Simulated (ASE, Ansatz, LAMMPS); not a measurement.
# (14,0) carbon nanotube bundle (112 atoms): support functions against a reference, part 2 of 2

Wanted: errors and times of a linear-scaling basis for (14,0) carbon nanotube bundle (112 atoms). A setting counts as converged where the r.m.s. difference of forces stays under 1 % of the r.m.s. force.

Ansatz 0.2.0; Kohn-Sham DFT, PBE+D4, PAW (set soft_2), plane waves.

So far. Step 3 (Plane-wave single point): Löwdin charges run from +0.04 to +0.04 e, about a mean that is the spilled charge alone. The largest share in the top eV of filled states is C p (100 % of the projected weight), and in the lowest eV of empty states C p (99 % of the projected weight).

## (4) Local order

These statistics describe the geometry on which the runs were made.

Density 1.51 g/cm³, 13.17 Å³ an atom.

Pair distribution function in bins of 0.2 Å:

| r (Å) | total |
| --- | --- |
| 1.30 | 2.77 |
| 1.50 | 5.15 |
| 1.70 | 0.00 |
| 1.90 | 0.00 |
| 2.10 | 0.00 |
| 2.30 | 0.00 |
| 2.50 | 5.35 |
| 2.70 | 2.04 |
| 2.90 | 0.00 |
| 3.10 | 0.00 |
| 3.30 | 0.00 |
| 3.50 | 0.21 |
| 3.70 | 2.57 |
| 3.90 | 0.20 |
| 4.10 | 2.30 |
| 4.30 | 0.41 |
| 4.50 | 0.42 |
| 4.70 | 1.21 |
| 4.90 | 1.58 |
| 5.10 | 1.37 |
| 5.30 | 0.40 |
| 5.50 | 1.09 |
| 5.70 | 0.44 |
| 5.90 | 1.04 |
| 6.10 | 1.59 |
| 6.30 | 1.57 |
| 6.50 | 0.51 |
| 6.70 | 1.07 |

Bonds by pair of elements; cutoffs follow the first minimum of g(r), held within bounds set by covalent radii, and pairs that aren't listed don't count as bonded:

| pair A-B | cutoff (Å) | bonds | mean length (Å) | spread (Å) | shortest (Å) | B about A | A about B |
| --- | --- | --- | --- | --- | --- | --- | --- |
| C-C | 1.82 | 168 | 1.40 | 0.002 | 1.40 | 3 | 3 |

How many atoms have how many bonded neighbours:

| element | mean | 3 |
| --- | --- | --- |
| C | 3 | 112 |

Bond angles, per cent of each kind in bins of 5°:

| angle (°) | C-C-C |
| --- | --- |
| 115–120 | 100.0 |

Bond angles (no mean is given where the spread exceeds 20°):

| angle | count | mean (°) | spread (°) |
| --- | --- | --- | --- |
| C-C-C | 336 | 120 | 0.1 |

Rings of the network by King's shortest-path rule, up to 12 atoms, one path for each pair of neighbours; H, halogens, alkali and alkaline-earth atoms are left out, and the last column divides by all other atoms, bonded or not:

| ring size (atoms) | rings | per network atom |
| --- | --- | --- |
| 6 | 56 | 0.5 |

The first maximum of g(r) stands at about 1.41 Å. By these cutoffs all C atoms have 3 bonded neighbours. The C-C-C angle averages 120° with a spread of 0.1°. All rings counted have 6 atoms.

Local excerpt of 10 atoms (numbers count through the whole input) about C58, picked at random; x, y, z are measured from there.

| atom | x | y | z | distance (Å) | bonds | Löwdin charge (e) | Fx | Fy | Fz (eV/Å) |
| --- | --- | --- | --- | --- | --- | --- | --- | --- | --- |
| C58 | 0.00 | 0.00 | 0.00 | 0.00 | 3 | 0.04 | 0.174 | 0.058 | -0.087 |
| C5 | 0.00 | 0.00 | -1.40 | 1.40 | 3 | 0.04 | 0.174 | 0.058 | 0.087 |
| C57 | 0.13 | -1.21 | 0.69 | 1.40 | 3 | 0.04 | 0.192 | 0.000 | 0.137 |
| C59 | -0.40 | 1.15 | 0.69 | 1.40 | 3 | 0.04 | 0.188 | 0.067 | 0.117 |
| C60 | -1.04 | 2.19 | 0.00 | 2.42 | 3 | 0.04 | 0.163 | 0.135 | -0.176 |
| C112 | 0.13 | -1.21 | 2.09 | 2.42 | 3 | 0.04 | 0.192 | 0.000 | -0.137 |
| C56 | 0.13 | -1.21 | -2.09 | 2.42 | 3 | 0.04 | 0.192 | 0.000 | -0.137 |
| C6 | -0.40 | 1.15 | -2.09 | 2.42 | 3 | 0.04 | 0.188 | 0.067 | -0.117 |
| C62 | -0.40 | 1.15 | 2.09 | 2.42 | 3 | 0.04 | 0.188 | 0.067 | -0.117 |
| C108 | 0.00 | -2.42 | 0.00 | 2.42 | 3 | 0.04 | 0.174 | -0.058 | -0.087 |

The column of bonds counts only the pairs C-C within 1.82 Å; other neighbours, such as metal atoms beside each other in a compound, aren't counted, and periodic images can show an atom twice.

## (5) Support functions medium

The cell is solved in localised support functions. The level medium gives here a grid of 72×72×48 points and a radius of 3.51 Å.

This step: Kohn-Sham DFT, PBE+D4, PAW (set soft_2), localised support functions (medium) (Ansatz 0.2.0).

The input, input.yaml:

```yaml
crystal:
  lattice:
    - [14.26259, 0.0, 0.0]
    - [-7.1313, 12.35177, 0.0]
    - [0.0, 0.0, 8.37084]
  atoms:
    [... the 112 atom lines of step 3 ...]
kpoints:
  mp_grid: { grid: [1, 1, 2] }
hamiltonian:
  xc: pbe
  dispersion: d4
scf:
  occupations: { method: gaussian, width: 0.025 }
  eigensolver: { kind: { support_functions: { accuracy: medium } } }
  max_iter: 150
output:
  forces: true
  eigenvalues: true
```

On the command line:

```console
$ ansatz run input.yaml --threads 8 --pin off --max-ram 15872MiB --backend cpu --events-out ev --progress --plain --runs-dir out
```

Numbers of over 12 decimals in the logs are rounded to 6 here.

The program printed:

```text
Warning: scf.eigensolver.kind.support_functions: disabling space-group detection — the functions' gradient is summed over unrotated k-points, so no spatial operation reduces the k-mesh or symmetrises the density; time reversal is kept, so that k and −k are solved as one point where they differ and the mesh holds both, and exact exchange and, on two spinor components, a DFT+U term hold to it where the run has them: [...]
settings of this run that can trade accuracy for cost: scf.eigensolver.kind.support_functions [...]
[...]
Crystal: 112 atoms, lattice volume = 1474.676 Å³
Basis set: ecut = 420 eV, 28809 PW (Γ), exchange–correlation on 192×192×120 points (8 copies of the dense FFT grid, shifted against one another)
Bands: 269, of which v1, the nominal top of the filled ones, is band 224 counted from 1 (223 counted from 0)
Symmetry: 1 space group operations
k-points: 2
[...]
Eigensolver: Support functions (medium, 72×72×48 points, laid for a spacing of at most 0.228497 Å, radius 3.506033 Å, 30 sites without an atom, 1 species' potentials softened for the grid, 1 wholly corrected for its errors in the mean over positions, 1 with the egg-box correction, energy correction by stochastic trace)
[...]
SCF iter   1: F=—  HF=-28139.952407 eV  |F-HF|=—  |Δ(HF+E_count)|=         —  Δρ=9.00e-2  dr2=1.18e2  ethr=1.00e-1
[...]
SCF iter  10: F=—  HF=-28110.686021 eV  |F-HF|=—  |Δ(HF+E_count)|=   1.32e-3  Δρ=1.33e-5  dr2=5.00e-6  ethr=1.18e-8  κ⁻¹=4.6e-7(r=7)
SCF iter  11: F=-28110.686973 eV  HF=-28110.686973 eV  |F-HF|=1.70e-7  |Δ(HF+E_count)|=   9.52e-4  Δρ=4.95e-6  dr2=8.59e-7  ethr=1.12e-9
SCF 1 converged in 11 iterations: F = -28110.695696 eV  dr2 = 8.59e-7
[...]
SCF converged after 11 iterations
Stability not checked: this state was not tested for a lower state beside it, because the mixer in use, unlike msr1, does not test its closes by its own steps (another_mixer; see scf.mixing.algorithm and scf.lower_state_search)
Free energy (F): -28110.695696 eV
[...]
Internal energy: -28110.695696 eV  (E = F + TS)
E sigma→0 (E₀):  -28110.695696 eV
Fermi energy:    3.570217 eV
[...]
Σ components = -28110.695696   (vs F -28110.695696, Δ=0.00e0)
--- Forces (eV/Å), atoms counted from 1 ---
  atom   1  C      0.19170606    -0.00018861     0.13687166
  atom   2  C      0.17427065     0.05766825    -0.08728278
  atom   3  C      0.18790813     0.06670642     0.11750668
  atom   4  C      0.16221837     0.13438718    -0.17573812
[...]
atom 112  C      0.19155802    -0.00010156    -0.13704050
  max |Σ_I F_I| component: 5.44e-3 eV/Å
--- Band table (eV) ---
[...]
```

Run time: 1.9 min. Hardware: 8 threads of Arm Neoverse N1, shared host; peak memory 4 GiB.

The program notes that the band table was not solved further than the SCF left it and it switched symmetry off.

Keys that differ from the reference: support_functions.accuracy = "medium" and scf.max_iter = 150.

Forces differ from the reference by 1.6 meV/Å r.m.s., 1.2 % of their size, over a tolerance of 1 %; the energy by -3.7 meV/atom. It took 1.9 min and 11 cycles; the reference's time can't be set against it, since the two runs asked for unlike analyses.

## (6) All settings compared

Differences are against the plane-wave reference (Kohn-Sham DFT, PBE+D4, PAW (set soft_2), plane waves), whose r.m.s. force component is 0.136 eV/Å. Energies are set beside the reference only for runs with its functional, potentials and electron count. Times are for 8 threads of Arm Neoverse N1, shared host. The reference's time includes the DOS, the stress and grids, which some other runs skip.

| run | Δ force, r.m.s. (meV/Å) | share of r.m.s. force (%) | Δ energy (meV/atom) | Δ gap (eV) | cycles | time | host memory (GiB) |
| --- | --- | --- | --- | --- | --- | --- | --- |
| reference | - | - | - | - | 9 | 53 s | 4.8 |
| support functions medium | 1.63 | 1.21 | -3.70 | 0 | 11 | 1.9 min | 4.0 |

## (7) What came out

```yaml
free_energy_per_atom: -250.9847 eV/atom
density: 1.515 g/cm³
pressure: 8.737 GPa
r_m_s_force_component: 0.1355 eV/Å
spacing_of_highest_filled_and_lowest_empty_level: 0.549 eV
wall_time_of_the_2_dft_runs: 2.8 min
```

What this shows: Against plane waves at 420 eV, the forces differ by 1.6 meV/Å (1.2 %) with support functions medium. At 112 atoms the run with support functions medium takes roughly 2.2 times the time of plane waves (whose run also made extra analyses, so the like-for-like ratio is larger), in 11 SCF cycles against 9. Differences between support functions and plane waves include what basis error the plane-wave run still has.

The highest filled and lowest empty levels differ by 0.549 eV on the run's k-points; the mesh holds the band edges only if they fold onto it, so the gap at this level can be narrower or closed, while semilocal functionals tend to narrow gaps against experiment. With the cutoffs above, all C atoms have 3 bonded neighbours.

Caveats: The geometry was minimised with a classical potential and isn't relaxed at this level: its force components are 0.14 eV/Å r.m.s. The stress is far from hydrostatic: its diagonal is 5.7, 5.5, 15.0 GPa, compression counted positive. The pressure of 8.7 GPa says that the cell would expand at this level of theory.

[Logs are printed without paths, hosts, clocks, repeated set-up lines and the standing remarks that a program may print on its own settings, such as how far it seeks lower states.]

[Hosts, paths, dates, database ids (printed as entryN), source tags and the programs' standing remarks are cut or masked in the printed files.]
